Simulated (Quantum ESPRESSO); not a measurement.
Computed results, one entry a study.

### E(M) of FeGe

The structure is cubic, space group P2_13 (No. 198). The conventional cell has a = 4.700 Å, b = 4.700 Å, c = 4.700 Å, α = 90.00°, β = 90.00°, γ = 90.00°. Nearest to Fe lie 7 Ge at 2.39 to 2.65 Å. Nearest to Ge lie 7 Fe at 2.39 to 2.65 Å. Farther neighbours are not listed.

| Quantity | Value |
| --- | --- |
| method | PBE; plane waves with GBRV 1.5 PBE potentials, no spin-orbit coupling (and 1 further level or step) |
| program | Quantum ESPRESSO 7.5 |
| settings of one run | GBRV 1.5 PBE, potential files Ge: ge_pbe_v1.4.uspp.F.UPF, Fe: fe_pbe_v1.5.uspp.F.UPF, cutoff 544.23 eV, 8×8×8 k-mesh, 80 bands, fermi-dirac occupations, smearing width 0.05 eV, collinear spin, SCF threshold 1.60e-8, starting moments 2.8 2.8 2.8 2.8 0 0 0 0 μB |
| cost | 13 runs, 24 min in all on 4 MPI ranks of Arm Neoverse V2, shared host (the runs of this entry) |
| notes | The run is spin-polarised, with a total moment of 4.48 μB a cell (absolute 5.72). All runs start parallel; opposed orders may lie lower. |
| moment of the free run | 4.48 μB a cell |
| energy at zero total moment | 292 meV a cell over the lowest |
| ΔE/ΔM² from the lowest point to 5.00 and to 3.75 μB | 51 and 83 meV/μB² |

At zero total moment the site moments vanish, so the 292 meV a cell is the energy of forming them. The points show one minimum alone.

[Hosts, paths, dates, database ids (printed as entryN), source tags and the programs' standing remarks are cut or masked in the printed files.]

[Where a cell is said to come from a database of computed structures, the database is the Materials Project.]
